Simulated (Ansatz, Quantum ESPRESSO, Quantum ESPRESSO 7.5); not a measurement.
# Band edges of F-GaN-H chair, 1 layer under strain

Wanted: deformation of the bands of F-GaN-H chair, 1 layer, driven from Python.

Calculated with Quantum ESPRESSO 7.5; plane-wave DFT, PBE, GBRV ultrasoft pseudopotentials (geometry by Ansatz 0.2.0 with PAW datasets; geometry under PBE).

## 1. The starting structure

The cell holds 4 atoms: 1 H, 1 N, 1 Ga and 1 F. Cell: a = 3.184 Å, b = 3.184 Å, c = 18.453 Å, α = 90.0°, β = 90.0°, γ = 120.0°. Vacuum lies along c.

This sheet is a model structure: its symmetry is held, and its stability is not tested here.

## 2. Geometry from Ansatz

The geometry comes first, from a plane-wave PAW code, so that the later runs on this slab share one structure.

File input.yaml:

```yaml
crystal:
  lattice:
    - [3.1845, 0.0, 0.0]
    - [-1.59225, 2.7578578984, 0.0]
    - [0.0, 0.0, 18.4533333333]
  atoms:
    - { symbol: H, position: [0.6666666667, 0.3333333333, 0.4064306358] }
    - { symbol: "N", position: [0.6666666667, 0.3333333333, 0.4617052023] }
    - { symbol: Ga, position: [0.3333333333, 0.6666666667, 0.4965679191] }
    - { symbol: F, position: [0.3333333333, 0.6666666667, 0.5935693642] }
kpoints:
  mp_grid: { grid: [12, 12, 1] }
hamiltonian:
  xc: pbe
scf:
  occupations: { method: fermi_dirac, width: 0.05 }
  convergence: { dr2_threshold: 1.0e-08 }
efield:
  axis: 3
  dipole_correction: true
  ramp_position: 0.97
  ramp_width: 0.04
relax:
  f_tol: 0.01
  cell: { fix: [c, alpha, beta] }
output:
  write_potential: true
  write_density: true
  volumetric_format: npy
```

Run with:

```bash
ansatz run input.yaml --threads 2 --pin off --max-ram 4096MiB --backend cpu --events-out ev --progress --plain --runs-dir out
```

Numbers of over 12 decimals in the logs are rounded to 6 here.

The program printed:

```text
Warning: relax.cell: scf.convergence.dr2_threshold = 1e-8 eV is looser than the 4e-10 eV advised for a relaxation that steers and ends on the stress (1e-10 eV for each atom of the cell: 4). What an SCF threshold leaves in a stress goes as its square root, and in the free energy as the threshold itself, and one threshold admits the most on a small cell: [figures from the program's tests cut] Set scf.convergence.dr2_threshold to 4e-10 eV or tighter. The threshold is an SCF's pass mark: one that does not reach it within its budget of iterations ends unconverged, or closes short of it on a stop that the run arms, and scf.convergence.dr2_threshold's page says what that costs each kind of run
Engine: ansatz 0.2.0, aarch64-unknown-linux-gnu
Pseudopotentials: kind: paw
Pseudopotential: H, paw, valence charge 1, recommended cutoff 420 eV (normal), H.paw.azcp
Pseudopotential: N, paw, valence charge 5, recommended cutoff 420 eV (normal), N.paw.azcp
Pseudopotential: Ga, paw, valence charge 13, recommended cutoff 420 eV (normal), Ga.paw.azcp
Pseudopotential: F, paw, valence charge 7, recommended cutoff 420 eV (normal), F.paw.azcp
Functional definition: PBE
  parameter kappa = 0.804
  parameter beta = 0.066725
  exchange = pbe_x(kappa = kappa, mu = beta*pi^2/3)
  correlation = pbe_c(beta = beta)
Crystal: 4 atoms, lattice volume = 162.065 Å³
Basis set: ecut = 420 eV, 3229 PW (Γ), exchange–correlation on 48×48×250 points (8 copies of the dense FFT grid, shifted against one another)
Bands: 17, of which v1, the nominal top of the filled ones, is band 13 counted from 1 (12 counted from 0)
Symmetry: 6 space group operations
Space group: P3m1 (ITA 156), of the structure as read, at distance tolerance 5.5e-5 Å
k-points: 19 of 144 (time reversal used)
Non-local potential: H, projectors of the file, l = 0: 2, l = 1: 1
Non-local potential: N, projectors of the file, l = 0: 2, l = 1: 2, l = 2: 1
Non-local potential: Ga, projectors of the file, l = 0: 2, l = 1: 2, l = 2: 3, l = 3: 1
Non-local potential: F, projectors of the file, l = 0: 2, l = 1: 2, l = 2: 1
PAW form: soft (Blöchl's): semilocal exchange-correlation on the pseudo side does not see the compensation charge
PAW one-centre angular grid: H, 110 points (default); XC on 64 Gauss nodes
PAW one-centre angular grid: N, 110 points (default); XC on 64 Gauss nodes
PAW one-centre angular grid: Ga, 590 points (default); XC on 64 Gauss nodes
PAW one-centre angular grid: F, 110 points (default); XC on 64 Gauss nodes
Initial density: superposition of atomic densities (neutral atoms: chi_scale 0, normalization atom), corrected by the library's trained network
Initial wavefunctions: pseudopotential atomic-orbital guess
Functional: x = pbe(κ = 0.804, μ = 0.219515), c = pbe(β = 0.066725)
SCF iter   1: F=—  HF=-4992.316683 eV  |F-HF|=—  |Δ(HF+E_count)|=         —  Δρ=1.64e-3  dr2=6.47e-3  ethr=1.77e-3  p=-0.358 e·Å  D=-3.99e-1 V/Å  ΔV_dip=7.37 eV  dr2_dipole=1.88e-3  V_vac-E_F(+/−)=9.92/2.55 eV  ⟨swp⟩=6.7  Hψ=1993  notcnv=0
efield: sawtooth ramp at fractional position 0.9700 (set: `efield.ramp_position`, or a place that a band, a saddle search or an elastic batch's reference lends), width 0.0400; the density the first Hamiltonian is built on has a dipole p = -0.358 e·Å; the dipole correction subtracts the counter field D = -3.99e-1 V/Å, which shifts the + side's vacuum level by +7.37 eV against the − side's; the planar-averaged density in the ramp window peaks in size at 2.8e-5 e/Å³
preconditioner: auto → none  [insulator: Δε(μ)=1.818 eV  Ē_g=15.134 eV  σ=0.050 eV  W_gap=1.00  n_scr=10 (ndim 8)  ℏωp=14.9 eV  f_vac=0.706  D(μ)=0.00/eV (n_scr^D=0)  ε∞_Penn≈2.0]
SCF iter   2: F=—  HF=-4992.319344 eV  |F-HF|=—  |Δ(HF+E_count)|=   2.66e-3  Δρ=1.34e-3  dr2=4.37e-3  ethr=2.49e-5  p=-0.387 e·Å  D=-4.32e-1 V/Å  ΔV_dip=7.97 eV  dr2_dipole=1.35e-4  V_vac-E_F(+/−)=10.11/2.15 eV  ⟨swp⟩=2.3  Hψ=773  notcnv=0
SCF iter   3: F=—  HF=-4992.319896 eV  |F-HF|=—  |Δ(HF+E_count)|=   5.52e-4  Δρ=1.25e-3  dr2=3.30e-3  ethr=1.68e-5  p=-0.380 e·Å  D=-4.24e-1 V/Å  ΔV_dip=7.82 eV  dr2_dipole=8.03e-4  V_vac-E_F(+/−)=10.03/2.21 eV  ⟨swp⟩=3.0  Hψ=689  notcnv=0
SCF iter   4: F=—  HF=-4992.319214 eV  |F-HF|=—  |Δ(HF+E_count)|=   6.82e-4  Δρ=2.52e-4  dr2=8.86e-5  ethr=1.27e-5  p=-0.392 e·Å  D=-4.37e-1 V/Å  ΔV_dip=8.07 eV  dr2_dipole=8.79e-7  V_vac-E_F(+/−)=10.12/2.05 eV  ⟨swp⟩=2.0  Hψ=463  notcnv=0
SCF iter   5: F=—  HF=-4992.319245 eV  |F-HF|=—  |Δ(HF+E_count)|=   3.06e-5  Δρ=6.97e-5  dr2=7.49e-6  ethr=3.41e-7  p=-0.393 e·Å  D=-4.39e-1 V/Å  ΔV_dip=8.09 eV  dr2_dipole=1.79e-7  V_vac-E_F(+/−)=10.12/2.03 eV  ⟨swp⟩=2.5  Hψ=743  notcnv=0
SCF iter   6: F=—  HF=-4992.319199 eV  |F-HF|=—  |Δ(HF+E_count)|=   4.55e-5  Δρ=2.69e-5  dr2=1.08e-6  ethr=2.88e-8  p=-0.393 e·Å  D=-4.39e-1 V/Å  ΔV_dip=8.10 eV  dr2_dipole=2.71e-8  V_vac-E_F(+/−)=10.12/2.03 eV  ⟨swp⟩=2.3  Hψ=559  notcnv=0
SCF iter   7: F=—  HF=-4992.319201 eV  |F-HF|=—  |Δ(HF+E_count)|=   2.24e-6  Δρ=8.63e-6  dr2=1.05e-7  ethr=4.16e-9  p=-0.393 e·Å  D=-4.39e-1 V/Å  ΔV_dip=8.10 eV  dr2_dipole=7.41e-9  V_vac-E_F(+/−)=10.12/2.03 eV  ⟨swp⟩=3.0  Hψ=665  notcnv=0
SCF iter   8: F=-4992.319202 eV  HF=-4992.319202 eV  |F-HF|=7.10e-9  |Δ(HF+E_count)|=   1.58e-7  Δρ=3.29e-6  dr2=8.43e-9  ethr=3.85e-11  p=-0.393 e·Å  D=-4.39e-1 V/Å  ΔV_dip=8.10 eV  dr2_dipole=2.25e-11  V_vac-E_F(+/−)=10.12/2.03 eV  ⟨swp⟩=8.0  Hψ=2521  notcnv=0
SCF 1 converged in 8 iterations: F = -4992.319202 eV  dr2 = 8.43e-9
  greatest PAW one-centre occupation: 0.996 electrons in one spin orbital (limit 2), on the Ga atom at site 2 (counted from 0), in its partial waves of l = 2
relax step   1: F+E_penalty+E_count = -4992.31920159 eV  Δ(F+E_penalty+E_count) = +0.000e0 eV  max|allowed force component| = 2.117e0 eV/Å  Δτ_max = 0.0000 Å  P = +0.741 GPa  Ω = 162.065 Å³  fix = [c, alpha, beta]  reactions: c -1.767 GPa  (8 SCF iters, accepted)
Crystal: 4 atoms, lattice volume = 165.972 Å³
Basis set: ecut = 420 eV, 3277 PW (Γ), exchange–correlation on 48×48×250 points (8 copies of the dense FFT grid, shifted against one another)
Initial density: handed on by an earlier stage of this run
Initial wavefunctions: those handed on with the density
iter 1 solved again at ethr=6.37e-5 eV; its pass at ethr=3.10e-3 eV (dr2=1.66e-2 eV) is discarded
SCF iter   1: F=—  HF=-4992.396420 eV  |F-HF|=—  |Δ(HF+E_count)|=         —  Δρ=3.14e-3  dr2=1.66e-2  ethr=6.37e-5  p=-0.403 e·Å  D=-4.39e-1 V/Å  ΔV_dip=8.10 eV  dr2_dipole=2.26e-3  V_vac-E_F(+/−)=10.16/2.06 eV  ⟨swp⟩=1.7  Hψ=2222  notcnv=0
[...]
relax step   5: F+E_penalty+E_count = -4992.41824548 eV  Δ(F+E_penalty+E_count) = -1.102e-2 eV  max|allowed force component| = 8.033e-3 eV/Å  Δτ_max = 0.0000 Å  P = +0.088 GPa  Ω = 169.511 Å³  fix = [c, alpha, beta]  reactions: c -0.020 GPa  stress off target by 1.42e-1 GPa on what of the cell is left free  SCF on the basis re-selected at this cell (its energy is not comparable with the rows above)  (8 SCF iters)
[...]
relax step   6: F+E_penalty+E_count = -4992.41778854 eV  Δ(F+E_penalty+E_count) = +4.569e-4 eV  max|allowed force component| = 7.567e-3 eV/Å  Δτ_max = 0.0016 Å  P = +0.012 GPa  Ω = 170.267 Å³  energy of the carried Pulay correction = -8.253e-4 eV  fix = [c, alpha, beta]  reactions: c +0.008 GPa  (6 SCF iters, accepted)
iter 1 solved again at ethr=1.09e-7 eV; its pass at ethr=3.10e-3 eV (dr2=2.82e-5 eV) is discarded
SCF iter   1: F=—  HF=-4992.418206 eV  |F-HF|=—  |Δ(HF+E_count)|=         —  Δρ=4.25e-5  dr2=1.83e-7  ethr=1.09e-7  p=-0.369 e·Å  D=-3.92e-1 V/Å  ΔV_dip=7.24 eV  dr2_dipole=7.88e-10  V_vac-E_F(+/−)=9.76/2.53 eV  ⟨swp⟩=4.0  Hψ=3072  notcnv=0
efield: sawtooth ramp at fractional position 0.9700 (set: `efield.ramp_position`, or a place that a band, a saddle search or an elastic batch's reference lends), width 0.0400; the density the first Hamiltonian is built on has a dipole p = -0.369 e·Å; the dipole correction subtracts the counter field D = -3.92e-1 V/Å, which shifts the + side's vacuum level by +7.24 eV against the − side's; the planar-averaged density in the ramp window peaks in size at 6.6e-6 e/Å³
preconditioner: auto → none  [insulator: Δε(μ)=2.332 eV  Ē_g=15.011 eV  σ=0.050 eV  W_gap=1.00  n_scr=10 (ndim 8)  ℏωp=14.5 eV  f_vac=0.710  D(μ)=0.00/eV (n_scr^D=0)  ε∞_Penn≈1.9]
SCF iter   2: F=—  HF=-4992.418461 eV  |F-HF|=—  |Δ(HF+E_count)|=   2.55e-4  Δρ=2.10e-5  dr2=7.59e-8  ethr=7.03e-10  p=-0.369 e·Å  D=-3.92e-1 V/Å  ΔV_dip=7.24 eV  dr2_dipole=2.25e-9  V_vac-E_F(+/−)=9.76/2.53 eV  ⟨swp⟩=3.0  Hψ=662  notcnv=0
SCF iter   3: F=—  HF=-4992.418549 eV  |F-HF|=—  |Δ(HF+E_count)|=   8.84e-5  Δρ=1.02e-5  dr2=3.27e-8  ethr=2.92e-10  p=-0.369 e·Å  D=-3.92e-1 V/Å  ΔV_dip=7.24 eV  dr2_dipole=3.13e-9  V_vac-E_F(+/−)=9.76/2.53 eV  ⟨swp⟩=3.2  Hψ=679  notcnv=0
iter 4 met the thresholds in force, and the SCF goes on: an eigenvalue changes by 16.17 meV, over its tolerance of 3.16 meV (output.eigenvalues, Limitations)
SCF iter   4: F=-4992.418590 eV  HF=-4992.418586 eV  |F-HF|=3.94e-6  |Δ(HF+E_count)|=   3.64e-5  Δρ=2.78e-6  dr2=9.70e-9  ethr=3.85e-11  p=-0.369 e·Å  D=-3.92e-1 V/Å  ΔV_dip=7.24 eV  dr2_dipole=1.19e-9  V_vac-E_F(+/−)=9.77/2.53 eV  ⟨swp⟩=10.8  Hψ=2795  notcnv=0
iter 5 met the thresholds in force, and the SCF goes on: an eigenvalue changes by 4.33 meV, over its tolerance of 3.16 meV (output.eigenvalues, Limitations)
SCF iter   5: F=-4992.418590 eV  HF=-4992.418589 eV  |F-HF|=1.19e-6  |Δ(HF+E_count)|=   2.76e-6  Δρ=7.65e-7  dr2=3.67e-10  ethr=3.73e-11  p=-0.369 e·Å  D=-3.92e-1 V/Å  ΔV_dip=7.24 eV  dr2_dipole=6.11e-12  V_vac-E_F(+/−)=9.77/2.53 eV  ⟨swp⟩=8.9  Hψ=2489  notcnv=0
Mixer restart at iter 5: flushing history
SCF iter   6: F=-4992.418590 eV  HF=-4992.418590 eV  |F-HF|=3.41e-10  |Δ(HF+E_count)|=   1.19e-6  Δρ=4.06e-7  dr2=3.64e-10  ethr=1.41e-12  p=-0.369 e·Å  D=-3.92e-1 V/Å  ΔV_dip=7.24 eV  dr2_dipole=1.35e-11  V_vac-E_F(+/−)=9.77/2.53 eV  ⟨swp⟩=7.9  Hψ=2374  notcnv=0
SCF 7 converged in 6 iterations: F = -4992.418590 eV  dr2 = 3.64e-10
relax step   7: F+E_penalty+E_count = -4992.41858970 eV  Δ(F+E_penalty+E_count) = -8.012e-4 eV  max|allowed force component| = 7.388e-3 eV/Å  Δτ_max = 0.0000 Å  P = +0.015 GPa  Ω = 170.267 Å³  fix = [c, alpha, beta]  reactions: c +0.007 GPa  stress off target by 1.86e-2 GPa on what of the cell is left free  SCF on the basis re-selected at this cell (its energy is not comparable with the rows above)  (6 SCF iters)
basis re-selected at this cell: Δ(F+E_penalty+E_count) = -8.012e-4 eV, ΔP = +0.003 GPa vs the last step (what re-selecting the basis moved, of the pressure what is left beyond the Pulay correction that the steps carried, after the strain that the cell walked since its last selection, with what the two solves' SCF thresholds leave and, on support functions, any second-order correction that the steps lacked; it is no m [...]
WARN: The output density's exchange-correlation potential varies sharply where the density is thin. Do not read a vacuum level from v_tot or v_xc, or from such a field of the output density. On a cell that repeats whose density bears no net charge and no dipole along the vacuum's axis use v_es (v_loc + v_h of the components); under efield.dipole_correction with no amplitude use v_es + v_field, which holds any externa [...]
SCF converged after 6 iterations
an eigenvalue changed by more than its tolerance at an iteration that met the thresholds in force, so the SCF went on 2 times, its first undamped step at iteration 5: the last check found none over its tolerance
Free energy (F): -4992.418590 eV
Harris-Foulkes:  -4992.418590 eV  (|F-HF|=3.41e-10)
Internal energy: -4992.418590 eV  (E = F + TS)
E sigma→0 (E₀):  -4992.418590 eV
Fermi energy:    -3.268674 eV
Dipole field:    D = -0.392164 V/Å  (p = -0.369007 e·Å, saw-weighted, corrected)
Work function:   Φ+ = 9.7658 eV   Φ− = 2.5291 eV
Levels:          The Fermi level and band energies are counted from a zero that moves with the ramp; work functions are not
--- Per-component energies (eV) ---
  E_band       = -340.626614
  E_kinetic    = 464.938383
  E_local      = -16088.698913  (includes V_loc(G=0)·N_el)
  E_nonlocal   = 550.713103
  E_hartree    = 7740.111050
  E_xc         = -215.677988
  E_vxc        = -245.414851  (∫ρ·V_xc dr)
  E_paw        = -2322.946086  (= ΣΔE_a)
  E_vpaw       = -506.831151  (= ΣTr[D̂ρ^β])
  E_aug_tail   = 0.000758  (compensation charges beyond the density's cutoff)
  E_efield     = 0.072356  (sawtooth field / dipole correction)
  E_vefield    = 4.444233  (∫n·V_field dr)
  E_ewald      = 4879.068747
  E_smearing   = -0.000000  (= −TS)
  E_closure    = -0.000000  (closes the sum)
  Σ components = -4992.418590   (vs F -4992.418590, Δ=0.00e0)
--- Forces (eV/Å), atoms counted from 1 ---
  atom   1  H      0.00000000     0.00000000    -0.00736902
  atom   2  N      0.00000000    -0.00000000     0.00450442
  atom   3  Ga     0.00000000     0.00000000     0.00472651
  atom   4  F      0.00000000     0.00000000    -0.00178603
  max |Σ_I F_I| component: 7.59e-5 eV/Å
--- Stress (GPa, compression-positive) ---
        0.018591      -0.000000       0.000000
        0.000000       0.018591       0.000000
       -0.000000       0.000000       0.007068
  P = ⅓ Tr σ = 0.0147 GPa (0.147 kbar)
--- Band table (eV; the first three rows and the last of 19) ---
  k-point 0: bands = [... 9 lower, -5.1616, -5.1616, -4.4983, -4.4983, -2.1692, -0.5863, 0.5111, 2.4685]
  k-point 1: bands = [... 9 lower, -5.4853, -5.2469, -4.6567, -4.5129, -1.8871, -0.3655, 0.6650, 2.5814]
  k-point 2: bands = [... 9 lower, -6.0147, -5.4726, -4.8909, -4.5500, -1.3437, 0.1895, 1.0955, 2.8566]
  k-point 18: bands = [... 9 lower, -8.1294, -6.2137, -5.2219, -5.1608, 3.1433, 3.4181, 3.4457, 3.4559]
--- Relaxed structure (5 steps of the walk, 5 accepted, 2 SCFs on fresh bases) ---
  F+E_penalty+E_count = -4992.41858970 eV   max|allowed force component| = 7.388e-3 eV/Å   (the final SCF, on the basis selected at the relaxed cell)
  cell:  # Å, volume = 170.2665 Å³
    - [3.264088, 5.89071946198356e-18, 0]
    - [-1.632044, 2.826783, 0]
    - [0, 0, 18.4533333333]
  atoms:
    - { symbol: H, position: [0.666667, 0.333333, 0.406332] }
    - { symbol: N, position: [0.666667, 0.333333, 0.461939] }
    - { symbol: Ga, position: [0.333333, 0.666667, 0.498014] }
    - { symbol: F, position: [0.333333, 0.666667, 0.591988] }
```

It took 21 s on 2 threads of Arm Neoverse V2, shared host; peak memory 0.43 GiB; 35 s of CPU time.

The steps of the relaxation:

| step | energy less that of the first step (eV) | largest force component (eV/Å) | pressure (GPa) | volume (Å³) |
| --- | --- | --- | --- | --- |
| 1 | 0.0000 | 2.1170 | 0.74 | 162.06 |
| 2 | -0.0719 | 0.9727 | 0.29 | 165.97 |
| 3 | -0.0880 | 0.1095 | 0.10 | 169.24 |
| 4 | -0.0880 | 0.0079 | -0.01 | 169.51 |
| 5* | -0.0990 | 0.0080 | 0.09 | 169.51 |
| 6 | -0.0986 | 0.0076 | 0.01 | 170.27 |
| 7* | -0.0994 | 0.0074 | 0.01 | 170.27 |

Relaxation steps marked * repeat the geometry before them on a plane-wave basis chosen anew for their cell, so energy and pressure can jump there.

| cell as run | before | after | change |
| --- | --- | --- | --- |
| a (Å) | 3.184 | 3.264 | +2.5 % |
| b (Å) | 3.184 | 3.264 | +2.5 % |

The atoms that moved most (Å, along periodic axes as changes of fractional coordinates times the final cell, across vacuum about the mean position):

| atom | dx | dy | dz | length |
| --- | --- | --- | --- | --- |
| F4 | 0.000 | 0.000 | -0.029 | 0.029 |
| Ga3 | 0.000 | 0.000 | 0.027 | 0.027 |

Final coordinates:

```xyz
4
Lattice="3.2641 0.0000 0.0000 -1.6320 2.8268 0.0000 0.0000 0.0000 18.4533" Properties=species:S:1:pos:R:3
H     1.6320    0.9423    7.4982
N     1.6320    0.9423    8.5243
Ga    0.0000    1.8845    9.1900
F     0.0000    1.8845   10.9241
```

Numbers from this step:

```
free energy                                                      : -4992.4186 eV
Fermi energy                                                     : -3.269 eV
gap by band count                                                : 2.329 eV
symmetry operations                                              : 6
dipole along the normal                                          : -0.3690 e·Å
vacuum level at the upper face over a Fermi level inside the gap : 9.766 eV
vacuum level at the lower face over a Fermi level inside the gap : 2.529 eV
```

[end of part 1 of 2]

[Logs are printed without paths, hosts, clocks, repeated set-up lines and the standing remarks that a program may print on its own settings, such as how far it seeks lower states.]

[Hosts, paths, dates, database ids (printed as entryN), source tags and the programs' standing remarks are cut or masked in the printed files.]

[Maps of the electrostatic potential energy from Ansatz leave out the sawtooth potential of an applied field or a dipole correction, so their vacuum need not be flat; planar profiles and work functions include it.]
